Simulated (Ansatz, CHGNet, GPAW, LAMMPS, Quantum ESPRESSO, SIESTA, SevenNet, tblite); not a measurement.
## Finding the fault: GPAW, glassy 40SiO2-28Al2O3-16Li2O-16SrO (mol %) (85 atoms)

Program: GPAW 26.7.0, a calculation on a cell of 10 Si, 14 Al, 8 Li, 4 Sr and 49 O, 11.6 Å³ an atom.

The input, run.py:

```python
import numpy as np
from ase.io import read
from gpaw import GPAW, FermiDirac

atoms = read("structure.xyz")
atoms.calc = GPAW(
    mode="lcao",
    basis="dzp",
    h=0.18,
    xc="PBE96",
    kpts={"size": (1, 1, 1), "gamma": True},
    occupations=FermiDirac(0.05),
    maxiter=60,
    symmetry={"point_group": False},
    txt="gpaw.txt",
)
energy = atoms.get_potential_energy(force_consistent=True)
forces = atoms.get_forces()
print(f"energy {energy:.6f} eV")
print("forces (eV/A)")
for i, (a, f) in enumerate(zip(atoms, forces)):
    print(f"{i:4d} {a.symbol:2s} {f[0]:10.5f} {f[1]:10.5f} {f[2]:10.5f}")
print(f"Fermi level {atoms.calc.get_fermi_level():.4f} eV")
for k in range(len(atoms.calc.get_ibz_k_points())):
    for s in range(atoms.calc.get_number_of_spins()):
        e = atoms.calc.get_eigenvalues(kpt=k, spin=s)
        n = np.searchsorted(e, atoms.calc.get_fermi_level())
        print(f"k {k} spin {s} levels about the Fermi level:", np.round(e[max(n - 6, 0):n], 4).tolist(), "|", np.round(e[n:n + 6], 4).tolist())
```

The input, structure.xyz:

```xyz
85
Lattice="9.95650 0.00000 0.00000 0.00000 9.95650 0.00000 0.00000 0.00000 9.95650" Properties=species:S:1:pos:R:3 pbc="T T T"
Si 0.44077 9.13310 2.05413
Si 9.64954 6.20409 8.09165
Si 3.48398 2.33739 2.91447
Si 2.94234 1.64252 0.03624
Si 5.66246 9.04598 1.20344
Si 6.65383 4.54664 2.00414
Si 7.34999 8.45227 5.83053
Si 2.41495 5.33479 2.21443
Si 2.64773 9.28991 7.84064
Si 5.26161 5.44591 4.77952
[... 71 atom lines left out ...]
O 4.13802 4.34810 5.23563
O 1.86226 2.78782 9.66935
O 0.91719 5.12650 1.77654
O 7.03586 7.61881 7.11810
```

Run with:

```sh
> OMP_NUM_THREADS=1 python run.py > output.txt
```

Log:

```text
ValueError: not enough values to unpack (expected 2, got 1)
NameError: Unknown functional: PBE96.
```

gpaw.txt:

```text
Input parameters:
  mode=LCAO(),
  basis={'default': 'dzp'},
  h=0.18,
  kpts=MonkhorstPack(size=(1, 1, 1), gamma=True),
  maxiter=60,
  occupations=Occupations(name='fermi-dirac', width=0.05, fixmagmom=False),
  symmetry=Symmetry(point_group=False),
  xc=XC(name='PBE96')
timing:  # [seconds]
  Total: 0.036  # ━━━━━━━━━━━━━━━━━━━━━━━━━━━━━━━━━━━━━━━━━━━━━━━━━━━━━━━━━━━
  Init:  0.010  # ━━━━━━━━━━━━━━━━━
```

Wall time 1.5 s (1 thread of Arm Neoverse V1, shared host); peak memory 0.11 GiB.

Banners, paths, timers and routine set-up lines are dropped from the logs unmarked, and long logs keep their key lines alone; longer cuts are marked.

Q: Find the fault and mend it.

An unknown functional: functional PBE96.

The program stopped at the start.

[Also dropped from logs without a mark: logging warnings of Python, and SIESTA's first energy breakdown and zero terms.]

[Logs are printed without paths, hosts, clocks, repeated set-up lines and the standing remarks that a program may print on its own settings, such as how far it seeks lower states.]

[Hosts, paths, dates, database ids (printed as entryN), source tags and the programs' standing remarks are cut or masked in the printed files.]
